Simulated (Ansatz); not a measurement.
# The valence band of Mg as photoemission sees it

Aim: the valence spectrum of Mg from He I to hard X-rays, and which orbitals make each feature.

Calculated with Ansatz 0.2.0; DFT, PBE, plane-wave PAW, default files, scalar-relativistic, in the first sound run; inputs show where later runs differ.

Report form: the programs' logs are mostly left out.

## (1) The structure

The structure is hexagonal, space group P6_3/mmc (No. 194). Conventional cell: a = 3.209 Å, b = 3.209 Å, c = 5.210 Å, α = 90.00°, β = 90.00°, γ = 120.00°. Nearest to Mg lie 12 Mg at 3.20 to 3.21 Å.

## (2) The base run

First the ground state, then the DOS by atom and shell, which the cross sections turn into spectra. The DOS is taken on a denser mesh than the density.

Contents of input.yaml:

```yaml
crystal:
  lattice:
    - [3.2093, 0.0, 0.0]
    - [-1.60465, 2.7793353284, 0.0]
    - [0.0, 0.0, 5.2103]
  atoms:
    - { symbol: Mg, position: [0.6666666667, 0.3333333333, 0.75] }
    - { symbol: Mg, position: [0.3333333333, 0.6666666667, 0.25] }
kpoints:
  mp_grid: { grid: [12, 12, 8] }
  band_path:
    path:
      - [[0.0, 0.0, 0.0], [0.5, 0.0, 0.0], [0.333333, 0.333333, 0.0], [0.0, 0.0, 0.0], [0.0, 0.0, 0.5], [0.5, 0.0, 0.5], [0.333333, 0.333333, 0.5], [0.0, 0.0, 0.5]]
      - [[0.5, 0.0, 0.5], [0.5, 0.0, 0.0]]
      - [[0.333333, 0.333333, 0.5], [0.333333, 0.333333, 0.0]]
    npoints: 10
scf:
  occupations: { method: fermi_dirac, width: 0.05 }
  n_extra_bands: 8
hamiltonian:
  xc: pbe
  pseudopotentials: { kind: paw }
output:
  forces: true
  stress: true
  dos:
    projected: true
    de: 0.05
    e_range: [-30, 12]
    nscf_kmesh: { grid: [24, 24, 12] }
  fatbands: true
```

Started as:

```sh
> ansatz run input.yaml --threads 2 --pin off --max-ram 4096MiB --backend cpu --events-out ev --progress --plain --runs-dir out
```

The job ended after 8.6 s (2 threads of Arm Neoverse V1, shared host; peak memory 0.39 GiB).

Numbers from this step:

```yaml
free_energy: -3847.6046 eV
energy_at_zero_smearing: -3847.6007 eV
smearing_term_ts: 0.007783 eV
fermi_energy: 5.494 eV
symmetry_operations: 24
pressure: -0.4718 GPa
zero_of_energy: Fermi level
share_of_occupied_states_in_no_projected_shell: 0.275 of the occupied states in the window
dos_at_the_fermi_level: 0.8009 states/eV/cell
```

The electronic bands at the labelled points (eV, zero at the Fermi level; # counts the bands kept):

| point | #1 | #2 | #3 | #4 | #5 | #6 |
| --- | --- | --- | --- | --- | --- | --- |
| Γ | -6.89 | -1.67 | -1.25 | 10.85 | 10.85 | 10.95 |
| halfway | -5.67 | -0.55 | -0.10 | 3.76 | 7.83 | 7.95 |
| M | -2.13 | -2.13 | 2.63 | 3.00 | 3.23 | 3.65 |
| halfway | -1.75 | -1.74 | 2.51 | 3.00 | 3.38 | 3.58 |
| K | -0.61 | -0.60 | -0.60 | 4.09 | 4.09 | 4.28 |
| halfway | -5.27 | -0.18 | 0.26 | 3.92 | 4.32 | 8.50 |
| Γ | -6.89 | -1.67 | -1.25 | 10.85 | 10.85 | 10.95 |
| halfway | -6.54 | -3.81 | 1.49 | 8.93 | 11.12 | 11.12 |
| A | -5.51 | -5.51 | 4.98 | 4.98 | 11.59 | 11.59 |
| halfway | -4.31 | -4.31 | 4.76 | 4.76 | 6.25 | 6.25 |
| L | -1.09 | -1.09 | -0.46 | -0.46 | 7.97 | 7.97 |
| halfway | -0.73 | -0.73 | -0.07 | -0.07 | 4.24 | 4.24 |
| H | 0.20 | 0.20 | 0.67 | 0.67 | 1.51 | 1.51 |
| halfway | -3.91 | -3.91 | 4.90 | 4.90 | 5.32 | 5.32 |
| A | -5.51 | -5.51 | 4.98 | 4.98 | 11.59 | 11.59 |
| jump to L | -1.09 | -1.09 | -0.46 | -0.46 | 7.97 | 7.97 |
| halfway | -1.81 | -1.80 | 0.88 | 0.90 | 5.78 | 5.94 |
| M | -2.13 | -2.13 | 2.63 | 3.00 | 3.23 | 3.65 |
| jump to H | 0.20 | 0.20 | 0.67 | 0.67 | 1.51 | 1.51 |
| halfway | -0.31 | -0.31 | -0.29 | 2.27 | 2.61 | 2.61 |
| K | -0.61 | -0.60 | -0.60 | 4.09 | 4.09 | 4.28 |

Of the projections kept (Mg s, not projected), the largest for each band there; the rest of the weight can lie on other orbitals:

| point | #1 | #2 | #3 | #4 | #5 | #6 |
| --- | --- | --- | --- | --- | --- | --- |
| Γ | Mg s 1.00 | not projected 1.00 | Mg s 0.98 | not projected 1.00 | not projected 1.00 | not projected 1.00 |
| M | Mg s 0.90 | Mg s 0.59 | not projected 1.00 | not projected 1.00 | not projected 0.91 | not projected 0.74 |
| K | not projected 1.00 | Mg s 0.71 | Mg s 0.71 | not projected 1.00 | not projected 1.00 | not projected 1.00 |
| Γ | Mg s 1.00 | not projected 1.00 | Mg s 0.98 | not projected 1.00 | not projected 1.00 | not projected 1.00 |
| A | Mg s 0.99 | Mg s 0.99 | not projected 1.00 | not projected 1.00 | not projected 1.00 | not projected 1.00 |
| L | not projected 0.95 | not projected 0.95 | Mg s 0.89 | Mg s 0.89 | not projected 1.00 | not projected 1.00 |

The DOS has structure finer than the step of the table below, so its rows give means over 0.5 eV, whole bins alone (the curve runs from -8.38 to 9.12 eV). Peaks (eV: height): total -1.07: 0.951, 8.82: 1.49; Mg 3s -2.38: 0.578, 0.53: 0.345; Mg 3p* 8.82: 1.46.

* holds the states left over by the projection beside any projected weight of its own. The DOS by E, zero at the Fermi level; means over each step; values in states/eV/cell:

| E (eV) | total | Mg 3s | Mg 3p* |
| --- | --- | --- | --- |
| -7.5 | 0 | 0 | 0 |
| -7.0 | 0.0205 | 0.0205 | 8.9e-6 |
| -6.5 | 0.188 | 0.188 | 1.9e-4 |
| -6.0 | 0.296 | 0.295 | 8.1e-4 |
| -5.5 | 0.374 | 0.372 | 0.00234 |
| -5.0 | 0.441 | 0.435 | 0.00566 |
| -4.5 | 0.500 | 0.488 | 0.0122 |
| -4.0 | 0.554 | 0.530 | 0.0243 |
| -3.5 | 0.605 | 0.560 | 0.0453 |
| -3.0 | 0.655 | 0.574 | 0.0803 |
| -2.5 | 0.712 | 0.574 | 0.138 |
| -2.0 | 0.754 | 0.530 | 0.225 |
| -1.5 | 0.825 | 0.461 | 0.364 |
| -1.0 | 0.896 | 0.366 | 0.530 |
| -0.5 | 0.765 | 0.254 | 0.511 |
| 0.0 | 0.798 | 0.298 | 0.501 |
| 0.5 | 0.918 | 0.327 | 0.592 |
| 1.0 | 1.03 | 0.247 | 0.788 |
| 1.5 | 0.920 | 0.156 | 0.764 |
| 2.0 | 1.00 | 0.189 | 0.814 |
| 2.5 | 1.06 | 0.164 | 0.899 |
| 3.0 | 1.06 | 0.140 | 0.919 |
| 3.5 | 1.17 | 0.128 | 1.04 |
| 4.0 | 1.10 | 0.0776 | 1.02 |
| 4.5 | 1.12 | 0.0637 | 1.06 |
| 5.0 | 1.09 | 0.0575 | 1.03 |
| 5.5 | 1.18 | 0.0784 | 1.10 |
| 6.0 | 1.22 | 0.0746 | 1.15 |
| 6.5 | 1.28 | 0.0617 | 1.22 |
| 7.0 | 1.34 | 0.0472 | 1.29 |
| 7.5 | 1.31 | 0.0334 | 1.27 |
| 8.0 | 1.31 | 0.0249 | 1.28 |
| 8.5 | 1.39 | 0.0262 | 1.36 |

This run's widths, added to any smearing of the DOS itself: Gaussian 0.45 eV, Lorentzian 0.2 eV. The intensity by binding energy, zero at the Fermi level; values in % of the maximum within 13 eV:

| binding energy (eV) | 21.2 eV | 150 eV | 600 eV | 1486.7 eV | 5414.7 eV |
| --- | --- | --- | --- | --- | --- |
| -1.0 | 2.31 | 2.53 | 2.14 | 2.00 | 1.92 |
| -0.5 | 5.77 | 6.46 | 5.20 | 4.76 | 4.52 |
| 0.0 | 35.7 | 40.9 | 31.5 | 28.2 | 26.3 |
| 0.5 | 65.1 | 74.8 | 57.1 | 51.0 | 47.6 |
| 1.0 | 82.3 | 91.6 | 74.5 | 68.5 | 65.1 |
| 1.5 | 91.9 | 97.5 | 87.1 | 83.3 | 81.0 |
| 2.0 | 97.1 | 99.0 | 95.2 | 93.4 | 92.4 |
| 2.5 | 99.9 | 99.4 | 99.9 | 99.6 | 99.3 |
| 3.0 | 98.0 | 96.0 | 99.2 | 99.7 | 99.9 |
| 3.5 | 94.2 | 91.4 | 96.0 | 97.0 | 97.5 |
| 4.0 | 88.4 | 85.3 | 90.5 | 91.8 | 92.3 |
| 4.5 | 81.0 | 77.8 | 83.1 | 84.4 | 85.0 |
| 5.0 | 72.0 | 69.0 | 74.0 | 75.3 | 75.9 |
| 5.5 | 61.4 | 58.8 | 63.2 | 64.3 | 64.8 |
| 6.0 | 48.4 | 46.3 | 49.8 | 50.7 | 51.2 |
| 6.5 | 30.6 | 29.2 | 31.5 | 32.0 | 32.3 |
| 7.0 | 8.50 | 8.15 | 8.73 | 8.88 | 8.95 |
| 7.5 | 2.24 | 2.16 | 2.28 | 2.31 | 2.32 |
| 8.0 | 1.31 | 1.27 | 1.33 | 1.34 | 1.35 |

Maxima picked by a test of local sharpness, so broad peaks and shoulders can be missing; peaks within 0.45 eV of a curve's cut are left out. Valence peaks, by row:

| photon energy (eV) | binding energy (eV) | height (% of the maximum within 13 eV) | main shell | its share (%) |
| --- | --- | --- | --- | --- |
| 21.2 | 2.45 | 100 | Mg 3s | 92.96 |
| 150 | 2.3 | 100 | Mg 3s | 87.53 |
| 600 | 2.6 | 100 | Mg 3s | 96.54 |
| 1487 | 2.75 | 100 | Mg 3s | 98.71 |
| 5415 | 2.85 | 100 | Mg 3s | 99.66 |

Shapes are the site's partial DOS without matrix elements, which overweights lines from ligand s bands. Intensity, Mg L2,3 against emission energy less the core level's binding energy, zero at the Fermi level; read off at these points:

| emission energy less the core level's binding energy (eV) | intensity, Mg L2,3 (% of the unpolarised maximum) |
| --- | --- |
| -7.750 | 0.00801 |
| -7.500 | 0.0106 |
| -7.250 | 0.0168 |
| -7.000 | 1.11 |
| -6.750 | 17.6 |
| -6.500 | 33.2 |
| -6.250 | 43.3 |
| -6.000 | 51.4 |
| -5.750 | 58.4 |
| -5.500 | 64.7 |
| -5.250 | 70.4 |
| -5.000 | 75.7 |
| -4.750 | 80.4 |
| -4.500 | 84.8 |
| -4.250 | 88.7 |
| -4.000 | 92.1 |
| -3.750 | 95.1 |
| -3.500 | 97.3 |
| -3.250 | 99.1 |
| -3.000 | 99.9 |
| -2.875 | 100.0 |
| -2.750 | 99.9 |
| -2.500 | 99.6 |
| -2.250 | 98.8 |
| -2.000 | 91.0 |
| -1.750 | 86.9 |
| -1.500 | 80.0 |
| -1.250 | 73.8 |
| -1.000 | 63.8 |
| -0.750 | 51.0 |
| -0.500 | 42.8 |
| -0.250 | 44.8 |
| 0.000 | 25.4 |
| 0.250 | 0.294 |
| 0.500 | 0.0180 |
| 0.750 | 0.0119 |
| 1.000 | 0.00885 |

Window up to 9.1 eV. Shell moments, by row:

| element | shell | occupied states an atom | centre of occupied part (eV) | rms width of occupied part (eV) | centre up to the window's top (eV) | rms width up to the window's top (eV) |
| --- | --- | --- | --- | --- | --- | --- |
| Mg | 3s | 1.447 | -3.288 | 1.688 | -1.696 | 3.25 |
| Mg | 3p* | 0.5492 | -1.245 | 0.9408 | 4.538 | 3.134 |

Shapes are the site's partial DOS without matrix elements, which overweights lines from ligand s bands. Emission peaks, by row:

| line | energy (eV) | height (%) |
| --- | --- | --- |
| Mg L2,3 | -2.9 | 100 |
| Mg L2,3 | -2.4 | 99.93 |
| Mg L2,3 | -0.15 | 47.09 |

Recipe: projected DOS times atomic cross section and asymmetry factor (unpolarised light, 60° from the beam), occupied states only, Fermi edge at 20 K, a Lorentzian width of 0.2 eV growing by 0 eV per eV of binding energy, and a resolution of 0.45 eV. Curves are cut 10 eV under the photon energy, above any shell that the free atom's threshold puts out of reach, or at the lower edge of the window: 8.4 eV at 21.2 eV, 8.4 eV at 150 eV, 8.4 eV at 600 eV, 8.4 eV at 1486.7 eV and 8.4 eV at 5414.7 eV. A star in tables and legends marks shells that hold the states left over by the projection (27.5 % of the filled ones), a stand-in for orbitals that the files don't project on. Matrix elements of the solid and inelastic losses aren't modelled, nor non-dipole terms, which matter above 3 keV.

Share of each shell in the spectrum's area (%), by photon energy:

| shell | 21.2 eV | 150 eV | 600 eV | 1486.7 eV | 5414.7 eV |
| --- | --- | --- | --- | --- | --- |
| Mg 3s | 90.5 | 85.5 | 94.5 | 97.6 | 99.3 |
| Mg 3p* | 9.5 | 14.5 | 5.5 | 2.4 | 0.7 |

Cross sections used, in Mb an electron:

| shell | 21.2 eV | 150 eV | 600 eV | 1486.7 eV | 5414.7 eV |
| --- | --- | --- | --- | --- | --- |
| Mg 3s | 0.12 | 0.016 | 0.0013 | 1.8e-4 | 6.3e-6 |
| Mg 3p* | 0.039 | 0.0072 | 2.1e-4 | 1.3e-5 | 1.3e-7 |

At the Fermi level the DOS is 0.80 states/eV a cell.

## (3) With r²SCAN

This step: DFT, r2SCAN, plane-wave PAW, default files, scalar-relativistic (Ansatz 0.2.0).

The run is repeated with r²SCAN on the same cell, to see how much the levels hang on the functional.

input.yaml, as its differences from that of step 2:

```diff
@@ -20,3 +20,3 @@
 hamiltonian:
-  xc: pbe
+  xc: r2scan
   pseudopotentials: { kind: paw }
```

Elapsed: 19 s, on 2 threads; peak memory 0.49 GiB.

This step gave:

```yaml
free_energy: -3852.8099 eV
energy_at_zero_smearing: -3852.8068 eV
smearing_term_ts: 0.006193 eV
fermi_energy: 5.493 eV
pressure: -1.127 GPa
share_of_occupied_states_in_no_projected_shell: 0.2936 of the occupied states in the window
dos_at_the_fermi_level: 0.7051 states/eV/cell
```

Electronic bands along the path, in eV, zero at the Fermi level; # counts the bands kept:

| point | #1 | #2 | #3 | #4 | #5 | #6 |
| --- | --- | --- | --- | --- | --- | --- |
| Γ | -7.35 | -1.90 | -1.21 | 11.59 | 11.59 | 11.74 |
| halfway | -6.05 | -0.70 | -0.02 | 4.07 | 8.41 | 8.44 |
| M | -2.36 | -2.20 | 2.78 | 3.08 | 3.53 | 3.98 |
| halfway | -1.95 | -1.79 | 2.62 | 3.17 | 3.50 | 3.88 |
| K | -0.79 | -0.60 | -0.60 | 4.35 | 4.35 | 4.57 |
| halfway | -5.63 | -0.29 | 0.35 | 4.15 | 4.75 | 9.07 |
| Γ | -7.35 | -1.90 | -1.21 | 11.59 | 11.59 | 11.74 |
| halfway | -6.98 | -4.07 | 1.61 | 9.54 | 11.86 | 11.86 |
| A | -5.88 | -5.88 | 5.33 | 5.33 | 12.33 | 12.33 |
| halfway | -4.60 | -4.60 | 5.06 | 5.06 | 6.70 | 6.70 |
| L | -1.25 | -1.25 | -0.40 | -0.40 | 8.45 | 8.45 |
| halfway | -0.85 | -0.85 | -0.01 | -0.01 | 4.57 | 4.57 |
| H | 0.16 | 0.16 | 0.59 | 0.59 | 1.82 | 1.82 |
| halfway | -4.18 | -4.18 | 5.18 | 5.18 | 5.69 | 5.69 |
| A | -5.88 | -5.88 | 5.33 | 5.33 | 12.33 | 12.33 |
| jump to L | -1.25 | -1.25 | -0.40 | -0.40 | 8.45 | 8.45 |
| halfway | -2.02 | -1.87 | 0.90 | 1.02 | 6.14 | 6.33 |
| M | -2.36 | -2.20 | 2.78 | 3.08 | 3.53 | 3.98 |
| jump to H | 0.16 | 0.16 | 0.59 | 0.59 | 1.82 | 1.82 |
| halfway | -0.45 | -0.31 | -0.31 | 2.33 | 2.90 | 2.90 |
| K | -0.79 | -0.60 | -0.60 | 4.35 | 4.35 | 4.57 |

Of the projections kept (Mg s, not projected), the largest for each band there; the rest of the weight can lie on other orbitals:

| point | #1 | #2 | #3 | #4 | #5 | #6 |
| --- | --- | --- | --- | --- | --- | --- |
| Γ | Mg s 1.00 | not projected 1.00 | Mg s 0.98 | not projected 1.00 | not projected 1.00 | not projected 1.00 |
| M | Mg s 0.57 | Mg s 0.88 | not projected 1.00 | not projected 1.00 | not projected 0.90 | not projected 0.75 |
| K | not projected 1.00 | Mg s 0.68 | Mg s 0.68 | not projected 1.00 | not projected 1.00 | not projected 1.00 |
| Γ | Mg s 1.00 | not projected 1.00 | Mg s 0.98 | not projected 1.00 | not projected 1.00 | not projected 1.00 |
| A | Mg s 0.99 | Mg s 0.99 | not projected 0.99 | not projected 0.99 | not projected 1.00 | not projected 1.00 |
| L | not projected 0.98 | not projected 0.98 | Mg s 0.91 | Mg s 0.91 | not projected 1.00 | not projected 1.00 |

This run's widths, added to any smearing of the DOS itself: Gaussian 0.45 eV, Lorentzian 0.05 eV plus 0.08 an eV of depth. Table of intensity by binding energy, zero at the Fermi level; values in % of the maximum within 13 eV:

| binding energy (eV) | 21.2 eV | 60 eV | 1486.7 eV | 5950 eV | 8047.8 eV |
| --- | --- | --- | --- | --- | --- |
| -1.0 | 1.91 | 1.92 | 1.75 | 1.71 | 1.71 |
| -0.5 | 3.91 | 4.14 | 3.36 | 3.23 | 3.22 |
| 0.0 | 38.3 | 44.0 | 29.5 | 27.4 | 27.2 |
| 0.5 | 68.2 | 79.9 | 50.8 | 46.8 | 46.4 |
| 1.0 | 84.0 | 94.5 | 66.6 | 62.6 | 62.2 |
| 1.5 | 94.2 | 99.0 | 82.1 | 79.2 | 78.9 |
| 2.0 | 96.2 | 95.0 | 90.3 | 88.7 | 88.6 |
| 2.5 | 99.9 | 94.1 | 98.5 | 97.9 | 97.8 |
| 3.0 | 98.1 | 89.6 | 99.9 | 100.0 | 100.0 |
| 3.5 | 94.4 | 84.5 | 97.8 | 98.3 | 98.4 |
| 4.0 | 89.1 | 78.7 | 93.3 | 94.1 | 94.1 |
| 4.5 | 82.2 | 72.1 | 86.8 | 87.6 | 87.7 |
| 5.0 | 74.2 | 64.7 | 78.7 | 79.5 | 79.6 |
| 5.5 | 64.9 | 56.4 | 69.1 | 69.8 | 69.9 |
| 6.0 | 54.3 | 47.1 | 57.8 | 58.5 | 58.5 |
| 6.5 | 41.6 | 36.1 | 44.4 | 44.9 | 44.9 |
| 7.0 | 26.1 | 22.6 | 27.8 | 28.1 | 28.1 |
| 7.5 | 11.1 | 9.67 | 11.8 | 12.0 | 12.0 |
| 8.0 | 4.82 | 4.21 | 5.11 | 5.16 | 5.17 |
| 8.5 | 2.84 | 2.49 | 3.00 | 3.03 | 3.03 |

Spectra as before, but with a recipe of its own (widths, and in some runs the light), which changes peak heights and what is resolved: Gaussian 0.45 eV, Lorentzian 0.05 eV plus 0.08 times the binding energy, unpolarised light, analyser at 54.7°, Fermi edge at 300 K; some photon energies differ too.

Side by side:

| quantity | this run | base run | difference |
| --- | --- | --- | --- |
| DOS at the Fermi level (states/eV/cell) | 0.7051 | 0.8009 | -0.0958 |

## (4) With PBEsol

This step: DFT, PBEsol, plane-wave PAW, default files, scalar-relativistic (Ansatz 0.2.0).

The run is repeated with PBEsol on the same cell, to see how much the levels hang on the functional.

input.yaml, as its differences from that of step 3:

```diff
@@ -20,3 +20,3 @@
 hamiltonian:
-  xc: r2scan
+  xc: pbesol
   pseudopotentials: { kind: paw }
```

Run time: 8.8 s. Hardware: 2 threads; peak memory 0.39 GiB.

This step gave:

* free energy: -3824.0972 eV
* energy at zero smearing: -3824.0933 eV
* smearing term TS: 0.007796 eV
* Fermi energy: 5.448 eV
* pressure: -1.140 GPa
* share of occupied states in no projected shell: 0.2749 of the occupied states in the window
* DOS at the Fermi level: 0.8017 states/eV/cell

The electronic bands at the labelled points (eV, zero at the Fermi level; # counts the bands kept):

| point | #1 | #2 | #3 | #4 | #5 | #6 |
| --- | --- | --- | --- | --- | --- | --- |
| Γ | -6.89 | -1.67 | -1.25 | 10.86 | 10.86 | 10.94 |
| halfway | -5.67 | -0.56 | -0.10 | 3.76 | 7.82 | 7.96 |
| M | -2.13 | -2.13 | 2.63 | 3.00 | 3.23 | 3.65 |
| halfway | -1.75 | -1.74 | 2.51 | 3.00 | 3.38 | 3.57 |
| K | -0.62 | -0.60 | -0.60 | 4.09 | 4.09 | 4.27 |
| halfway | -5.27 | -0.18 | 0.26 | 3.92 | 4.32 | 8.51 |
| Γ | -6.89 | -1.67 | -1.25 | 10.86 | 10.86 | 10.94 |
| halfway | -6.54 | -3.81 | 1.49 | 8.93 | 11.13 | 11.13 |
| A | -5.50 | -5.50 | 4.98 | 4.98 | 11.60 | 11.60 |
| halfway | -4.31 | -4.31 | 4.76 | 4.76 | 6.25 | 6.25 |
| L | -1.09 | -1.09 | -0.46 | -0.46 | 7.96 | 7.96 |
| halfway | -0.73 | -0.73 | -0.07 | -0.07 | 4.24 | 4.24 |
| H | 0.20 | 0.20 | 0.67 | 0.67 | 1.50 | 1.50 |
| halfway | -3.91 | -3.91 | 4.90 | 4.90 | 5.32 | 5.32 |
| A | -5.50 | -5.50 | 4.98 | 4.98 | 11.60 | 11.60 |
| jump to L | -1.09 | -1.09 | -0.46 | -0.46 | 7.96 | 7.96 |
| halfway | -1.81 | -1.80 | 0.87 | 0.90 | 5.79 | 5.94 |
| M | -2.13 | -2.13 | 2.63 | 3.00 | 3.23 | 3.65 |
| jump to H | 0.20 | 0.20 | 0.67 | 0.67 | 1.50 | 1.50 |
| halfway | -0.31 | -0.31 | -0.30 | 2.27 | 2.61 | 2.61 |
| K | -0.62 | -0.60 | -0.60 | 4.09 | 4.09 | 4.27 |

Of the projections kept (Mg s, not projected), the largest for each band there; the rest of the weight can lie on other orbitals:

| point | #1 | #2 | #3 | #4 | #5 | #6 |
| --- | --- | --- | --- | --- | --- | --- |
| Γ | Mg s 1.00 | not projected 1.00 | Mg s 0.98 | not projected 1.00 | not projected 1.00 | not projected 1.00 |
| M | Mg s 0.59 | Mg s 0.90 | not projected 1.00 | not projected 1.00 | not projected 0.91 | not projected 0.74 |
| K | not projected 1.00 | Mg s 0.71 | Mg s 0.71 | not projected 1.00 | not projected 1.00 | not projected 1.00 |
| Γ | Mg s 1.00 | not projected 1.00 | Mg s 0.98 | not projected 1.00 | not projected 1.00 | not projected 1.00 |
| A | Mg s 0.99 | Mg s 0.99 | not projected 1.00 | not projected 1.00 | not projected 1.00 | not projected 1.00 |
| L | not projected 0.95 | not projected 0.95 | Mg s 0.89 | Mg s 0.89 | not projected 1.00 | not projected 1.00 |

This run's widths, added to any smearing of the DOS itself: Gaussian 0.1 eV, Lorentzian 0.2 eV plus 0.03 an eV of depth. Table of intensity by binding energy, zero at the Fermi level; values in % of the maximum within 13 eV:

| binding energy (eV) | 21.2 eV | 40.8 eV | 100 eV | 1486.7 eV | 5950 eV |
| --- | --- | --- | --- | --- | --- |
| -1.0 | 2.88 | 2.94 | 2.95 | 2.43 | 2.33 |
| -0.5 | 5.80 | 6.03 | 6.03 | 4.63 | 4.38 |
| 0.0 | 42.4 | 45.5 | 45.2 | 30.9 | 28.6 |
| 0.5 | 74.5 | 80.6 | 80.0 | 52.9 | 48.5 |
| 1.0 | 92.4 | 97.0 | 96.8 | 71.7 | 67.4 |
| 1.5 | 96.8 | 96.9 | 97.6 | 85.2 | 82.5 |
| 2.0 | 98.1 | 94.4 | 95.8 | 94.2 | 92.9 |
| 2.5 | 98.9 | 92.6 | 94.5 | 100.0 | 99.7 |
| 3.0 | 95.3 | 87.8 | 89.9 | 99.5 | 99.7 |
| 3.5 | 90.5 | 82.5 | 84.6 | 96.3 | 96.9 |
| 4.0 | 84.2 | 76.2 | 78.3 | 90.7 | 91.4 |
| 4.5 | 76.5 | 69.0 | 71.0 | 83.1 | 83.9 |
| 5.0 | 67.6 | 60.8 | 62.6 | 73.7 | 74.5 |
| 5.5 | 57.3 | 51.4 | 52.9 | 62.6 | 63.3 |
| 6.0 | 44.9 | 40.3 | 41.4 | 49.1 | 49.6 |
| 6.5 | 28.7 | 25.8 | 26.5 | 31.4 | 31.8 |
| 7.0 | 9.00 | 8.11 | 8.34 | 9.79 | 9.89 |
| 7.5 | 3.50 | 3.18 | 3.26 | 3.77 | 3.80 |
| 8.0 | 2.12 | 1.93 | 1.98 | 2.27 | 2.28 |

Maxima picked by a test of local sharpness, so broad peaks and shoulders can be missing; peaks within 0.45 eV of a curve's cut are left out. Valence peaks, by row:

| photon energy (eV) | binding energy (eV) | height (% of the maximum within 13 eV) | main shell | its share (%) |
| --- | --- | --- | --- | --- |
| 21.2 | 2.3 | 100 | Mg 3s | 88.19 |
| 40.8 | 2.2 | 94.86 | Mg 3s | 82 |
| 40.8 | 1.15 | 100 | Mg 3s | 57.55 |
| 100 | 2.2 | 96.48 | Mg 3s | 83.02 |
| 100 | 1.15 | 100 | Mg 3s | 59.26 |
| 1487 | 2.65 | 99.99 | Mg 3s | 98.21 |
| 1487 | 2.5 | 100 | Mg 3s | 97.93 |
| 5950 | 2.8 | 100 | Mg 3s | 99.55 |

Spectra as before, but with a recipe of its own (widths, and in some runs the light), which changes peak heights and what is resolved: Gaussian 0.1 eV, Lorentzian 0.2 eV plus 0.03 times the binding energy, unpolarised light, analyser at 45°, Fermi edge at 20 K; some photon energies differ too.

The two runs compared:

| quantity | this run | base run | difference |
| --- | --- | --- | --- |
| DOS at the Fermi level (states/eV/cell) | 0.8017 | 0.8009 | 8.0e-4 |

(Continued in part 2 of 2.)

[Logs are printed without paths, hosts, clocks, repeated set-up lines and the standing remarks that a program may print on its own settings, such as how far it seeks lower states.]

[Hosts, paths, dates, database ids (printed as entryN), source tags and the programs' standing remarks are cut or masked in the printed files.]

[Maps of the electrostatic potential energy from Ansatz leave out the sawtooth potential of an applied field or a dipole correction, so their vacuum need not be flat; work functions include it.]

[Peak lists hold at most the 14 tallest peaks of each spectrum; further lines can be left out.]
